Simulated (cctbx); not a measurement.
**Lattice, Laue class and space group of a new crystal**

Cell: a = 4.0680 Å, b = 16.2860 Å, c = 4.0050 Å, α = 90.00°, β = 90.00°, γ = 90.00°. Expected content of the cell: Er4 Ge4 Co4 Si4.

Simulated single-crystal data (cctbx): Cu Kα, λ = 1.54184 Å, to d = 0.83 Å, 80 % of the full sphere, strongest reflection 5000 counts, noise from counting, a 6 % proportional error and a noise floor of 8 counts (s.d.); no absorption.

A first pass over the reflections prints:

```text
1533 reflections to d = 0.833 A
centring   violations  <I/sigma> of those
    A        289 of   788      3.8
    B        289 of   741      4.0
    C          0 of   779      0.0
    I        277 of   747      4.1
    R        369 of  1011      3.9
    F        289 of  1154      2.6
Laue class    unique    Rint  (classes that these axes allow; Friedel mates merged)
C 1 2/m 1         248   0.052
C 2/m 1 1         270   0.052
C m m m           161   0.058
space group    extra absences  I>4sigma  <I/sigma>
C 2 2 21                4          0       0.4  acentric
C 2 2 2                 0          0         -  acentric
C m m 2                 0          0         -  acentric
C m c 21               14          0       0.1  acentric
C 2 m m                 0          0         -  acentric
C m 2 m                 0          0         -  acentric
C 2 c m                14          0       0.1  acentric
C m c m                14          0       0.1  centric
C m m m                 0          0         -  centric
Wilson B = 2.05 A^2   <|E^2-1|> = 0.792 (0.968 centric, 0.736 acentric)   E^2>4: 0.6 %
shell (A)         n   <I/sigma>
 4.07 - 1.64     28     19.4
 1.64 - 1.32     19     15.9
 1.32 - 1.15     21     21.9
 1.15 - 1.05     17      9.4
 1.05 - 0.98     23     12.9
 0.98 - 0.92     18     18.3
 0.92 - 0.87     23     11.4
 0.87 - 0.84     12     13.4
```

Q: Read the symmetry from these tables.

The reflections that C centring forbids are absent (⟨I/σ⟩ near 0), so the lattice is C.

Rint stays low (0.052 to 0.058) up to C m m m, the highest class in these axes.

9 settings pass the absence test. The most absences obeyed, 14, belong to C m c 21, C 2 c m and C m c m, which absences can't tell apart.

⟨|E²−1|⟩ = 0.792 leans to a non-centrosymmetric structure. Here that hint misleads: the statistic assumes many like atoms on general positions, and few, heavy or special-position atoms break it. The Wilson B of 2.05 Å² means U ≈ 0.0260 Å².

The true group is Cmcm (no. 63), Laue class mmm, centrosymmetric. The tables only narrow the choice to the tied entries; cell content, site symmetry and trial solutions must settle it.

The model was made for the exercise: a known structure type with other elements put in, its volume estimated, not relaxed; displacement parameters are assumed.

[Logs are printed without paths, hosts, clocks, repeated set-up lines and the standing remarks that a program may print on its own settings, such as how far it seeks lower states.]
